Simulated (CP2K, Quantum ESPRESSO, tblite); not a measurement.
# Codes compared on (6,6) carbon nanotube bundle (120 atoms)

Aim: run (6,6) carbon nanotube bundle (120 atoms) in several programs and set results and cost side by side. A plane-wave run serves as the reference.

Method: Kohn-Sham DFT, PBE, SSSP efficiency 1.3.0 pseudopotentials, plane waves, in Quantum ESPRESSO 7.5.

### 1. Set-up

The cell holds 120 atoms: 120 C. Cell: a = 11.438 Å, b = 11.438 Å, c = 12.136 Å, α = 90.0°, β = 90.0°, γ = 120.0°. It derives from C (graphene). Graphene sheet (a = 2.46 Å) rolled into a (6,6) tube of diameter 8.14 Å, 5 periods, hexagonal bundle with 3.3 Å between walls; minimised with a classical potential (one cell length free). Then every atom was moved at random, 0.05 Å r.m.s. a Cartesian component. The structure's axis is c.

### 2. The reference run

Contents of pw.in:

```
&control
  calculation = 'scf'
  pseudo_dir = './pseudo'
  outdir = './tmp'
  disk_io = 'none'
  tprnfor = .true.
  tstress = .true.
/
&system
  ibrav = 0
  nat = 120
  ntyp = 1
  ecutwfc = 45
  ecutrho = 360
  nosym = .true.
  occupations = 'smearing'
  smearing = 'fd'
  degauss = 0.003675
/
&electrons
  conv_thr = 6.0e-07
  electron_maxstep = 100
  mixing_beta = 0.2
  mixing_mode = 'local-TF'
  diagonalization = 'david'
/
ATOMIC_SPECIES
C 12.011 C.upf
CELL_PARAMETERS angstrom
11.43761 0.00000 0.00000
-5.71881 9.90526 0.00000
0.00000 0.00000 12.13617
ATOMIC_POSITIONS crystal
C 0.37515 0.06245 0.10935
C 0.39300 0.13427 0.00659
C 0.40708 0.27142 0.21204
C 0.38843 0.31262 0.10219
C 0.31517 0.38560 0.10904
C 0.25518 0.39947 0.20872
C 0.13685 0.39041 0.00152
C 0.06145 0.37306 0.11288
C 0.92966 0.31036 0.10621
C 0.86071 0.26356 0.20385
C 0.73742 0.14245 0.00883
C 0.69094 0.07551 0.11025
[... 104 atom lines left out ...]
C 0.06855 0.69691 0.90804
C 0.14800 0.74236 0.80600
C 0.25618 0.85483 0.81145
C 0.30569 0.93060 0.91499
K_POINTS gamma
```

Launch:

```sh
OMP_NUM_THREADS=1 mpirun -np 4 pw.x -in pw.in > output.txt
```

Output:

```text
Program PWSCF
     gamma-point specific algorithms are used
     one sub-group per band group will be used
     scalapack distributed-memory algorithm (size of sub-group:  2*  2 procs)
     Parallelization info
     sticks:   dense  smooth     PW     G-vecs:    dense   smooth      PW
     Min        2900    1451    362               267607    94586   11807
     Max        2902    1454    364               267614    94588   11810
     Sum       11605    5809   1453              1070443   378349   47233
     bravais-lattice index     =            0
     lattice parameter (alat)  =      21.6140  a.u.
     unit-cell volume          =    9278.5351 (a.u.)^3
     number of atoms/cell      =          120
     number of atomic types    =            1
     number of electrons       =       480.00
[... lines left out ...]
     scf convergence threshold =      6.0E-07
[... lines left out ...]
     number of k points=     1  Fermi-Dirac smearing, width (Ry)=  0.0037
[... lines left out ...]
     total energy              =   -2215.07209276 Ry
[... lines left out ...]
     total energy              =   -2208.37362750 Ry
[... lines left out ...]
     total energy              =   -2210.42406607 Ry
[... lines left out ...]
     total energy              =   -2210.33195751 Ry
[... lines left out ...]
     total energy              =   -2210.33195713 Ry
[... lines left out ...]
   -13.8725 -13.3815 -13.2758 -13.2512 -13.2000 -12.9754 -12.8306 -12.7172
[...]
8.4276   8.5969   8.7007   8.7602   8.8096   8.8508   8.9501   9.2405
     9.3232   9.5064   9.6214   9.6373   9.6583   9.6915   9.7794   9.8462
     the Fermi energy is     4.5100 ev
!    total energy              =   -2210.33195726 Ry
     total all-electron energy =     -9142.023696 Ry
     estimated scf accuracy    <       0.00000042 Ry
     smearing contrib. (-TS)   =      -0.00000018 Ry
     internal energy E=F+TS    =   -2210.33195708 Ry
     The total energy is F=E-TS. E is the sum of the following terms:
     one-electron contribution =   -1462.94894609 Ry
     hartree contribution      =     938.85844832 Ry
     xc contribution           =    -560.97289641 Ry
     ewald contribution        =    -384.95850846 Ry
     one-center paw contrib.   =    -740.31005444 Ry
     convergence has been achieved in  19 iterations
     negative rho (up, down):  3.752E-05 0.000E+00
     Forces acting on atoms (cartesian axes, Ry/au):
     atom    1 type  1   force =     0.01690847    0.29638647   -0.11254097
     atom    2 type  1   force =     0.02694256    0.06206146    0.01769793
     atom    3 type  1   force =     0.17927356   -0.19650671   -0.29349859
[...]
atom  119 type  1   force =     0.14471961    0.34747102   -0.03741191
     atom  120 type  1   force =     0.03355669   -0.05358804   -0.29843232
     Total force =     2.514431     Total SCF correction =     0.001222
     Computing stress (Cartesian axis) and pressure
     negative rho (up, down):  3.752E-05 0.000E+00
          total   stress  (Ry/bohr**3)                   (kbar)     P=      149.86
   0.00075114   0.00003810  -0.00001616          110.50        5.61       -2.38
   0.00003810   0.00089401  -0.00012562            5.61      131.51      -18.48
  -0.00001616  -0.00012562   0.00141094           -2.38      -18.48      207.56
     Message from routine punch:
     Nothing written, as per user request (disk_io='none')
```

Run time: 6 min. Hardware: 4 MPI ranks of Arm Neoverse N1, shared host; peak memory 4 GiB.

Banners, paths, timers and routine set-up lines are dropped from the logs unmarked, and long logs keep their key lines alone; longer cuts are marked.

Numbers from this run:

| Item | Value |
| --- | --- |
| r.m.s. force component | 3.407 eV/Å |
| longest force | 18.43 eV/Å |
| pressure | 14.99 GPa |

### 3. The ladder

The programs:
- CP2K 2026.2: Gaussian basis with GTH pseudopotentials and a plane-wave density; labels give functional, basis (MOLOPT sets; SR short-range, UZH the newer set with its own potentials), grid cutoff/relative cutoff and solver (OT: orbital transformation; TRS4, TC2, SIGN: linear-scaling purification with its sparsity filter), or its built-in tight binding.
- tblite 0.8.0: extended tight binding, driven from Python.

All use the same cell and atoms; the electronic-structure runs use the same k-mesh, and an electronic temperature of 580 K (0.05 eV) where levels are smeared.

Differences are against the plane-wave reference, forces as r.m.s. over components; share is that over the reference's r.m.s. force, slope the least-squares factor from reference forces to these. Total energies of different programs have different zeros and aren't compared.

| run | Δ force, r.m.s. (meV/Å) | share (%) | slope | Δ pressure (GPa) | cores | CPU time | memory (GiB) |
| --- | --- | --- | --- | --- | --- | --- | --- |
| reference | - | - | - | - | 4 | 22 min | 4.0 |
| CP2K PBE+D3, DZVP-MOLOPT-SR, 450/50 Ry, diagonalisation | 63.6 | 1.87 | 1.015 | 0.348 | 4 | 17 min | 4.2 |
| CP2K PBE, DZVP-MOLOPT-SR, 225/50 Ry, diagonalisation (coarse) | 48.5 | 1.42 | 1.010 | 0.486 | 2 | 13 min | 1.5 |
| CP2K PBE, DZVP-MOLOPT-SR, 315/50 Ry, diagonalisation (coarse) | 47.2 | 1.38 | 1.011 | 0.482 | 4 | 20 min | 2.9 |
| CP2K PBE, DZVP-MOLOPT-SR, 450/50 Ry, diagonalisation | 46.4 | 1.36 | 1.011 | 0.481 | 4 | 16 min | 4.1 |
| CP2K PBE, SZV-MOLOPT-SR, 450/50 Ry, diagonalisation (coarse) | 885 | 26.0 | 1.255 | 8.92 | 1 | 7.6 min | 2.9 |
| tblite GFN2-xTB | 216 | 6.33 | 0.971 | -4.10 | 1 | 16 s | 0.12 |

Rows marked coarse were listed beforehand as settings not expected to be converged; some can still land near the reference.

CPU time is summed over cores on a shared host, where runs went side by side, so it is rough. Symmetry, cutoffs, thresholds, outputs and thread counts weren't matched or tuned between programs; memory under MPI is the largest rank's times the ranks.

Within one program, basis, potentials and functional, energies share a zero. Each run against its twin at the usual cutoff or grid and solver:

| run | twin | Δ energy (meV/atom) | Δ force, r.m.s. (meV/Å) | CPU time over the twin's |
| --- | --- | --- | --- | --- |
| CP2K PBE, DZVP-MOLOPT-SR, 225/50 Ry, diagonalisation | DZVP-MOLOPT-SR, 450/50 Ry, diagonalisation | -0.148 | 18.1 | 0.82 (this twin ran on 4 cores) |
| CP2K PBE, DZVP-MOLOPT-SR, 315/50 Ry, diagonalisation | DZVP-MOLOPT-SR, 450/50 Ry, diagonalisation | -0.0027 | 6.45 | 1.2 |

### 4. Results

| Property | Result |
| --- | --- |
| reference r.m.s. force component | 3.41 eV/Å |
| nearest in forces | a tie at 1.4 % of 3 runs: CP2K PBE, DZVP-MOLOPT-SR, 225/50 Ry, diagonalisation (coarse); CP2K PBE, DZVP-MOLOPT-SR, 315/50 Ry, diagonalisation (coarse); CP2K PBE, DZVP-MOLOPT-SR, 450/50 Ry, diagonalisation |
| farthest in forces | CP2K PBE, SZV-MOLOPT-SR, 450/50 Ry, diagonalisation (coarse), 26 % |
| cheapest electronic-structure run beside the reference | tblite GFN2-xTB, 16 s of CPU time |

The PBE run in local orbitals, coarse settings apart, differs by 1.4 % (CP2K PBE, DZVP-MOLOPT-SR, 450/50 Ry, diagonalisation); basis, grid and potentials can all enter. Tight binding differs by 6.3 % (tblite GFN2-xTB); it is another model, with fitted parameters of its own, and the xTB methods hold dispersion. Rows with another functional or a dispersion term differ by 1.9 % (CP2K PBE+D3, DZVP-MOLOPT-SR, 450/50 Ry, diagonalisation), which mixes the change of model with differences of basis and potentials. Runs with settings chosen to be coarse differ by 1.4 % (CP2K PBE, DZVP-MOLOPT-SR, 315/50 Ry, diagonalisation) to 26 % (CP2K PBE, SZV-MOLOPT-SR, 450/50 Ry, diagonalisation), their programs' other errors included. Of the electronic-structure runs that take under half the reference's CPU time, tblite GFN2-xTB comes nearest, at 6.3 % in 16 s against 22 min; its pressure misses by -4.1 GPa. CP2K PBE, SZV-MOLOPT-SR, 450/50 Ry, diagonalisation stiffens the forces by a factor of 1.26 while following their directions (correlation 0.999); the slopes of the 5 CP2K runs lie between 1.01 and 1.26. In pressure, CP2K PBE, SZV-MOLOPT-SR, 450/50 Ry, diagonalisation misses by +8.9 GPa, at the same functional. In the reference: no gap is quoted: a carbon tube of such indices can be metallic, and the k-points needn't hold the crossing of its bands. Periodic xTB results under one method name differ between programs and library versions. The reference's pressure holds the uncorrected Pulay stress of its 45 Ry basis, so small pressure differences, and their order, may be the reference's own error. The reference's stress is far from hydrostatic: its diagonal is 11.1, 13.2, 20.8 GPa, compression counted positive. The reference's pressure of 15 GPa belongs to a cell and atoms that aren't relaxed at this level. The electronic-structure runs sample only Γ, in a cell whose shortest periodic width is 10 Å.

[Also dropped from logs without a mark: logging warnings of Python, and SIESTA's first energy breakdown and zero terms.]

[Logs are printed without paths, hosts, clocks, repeated set-up lines and the standing remarks that a program may print on its own settings, such as how far it seeks lower states.]

[Hosts, paths, dates, database ids (printed as entryN), source tags and the programs' standing remarks are cut or masked in the printed files.]
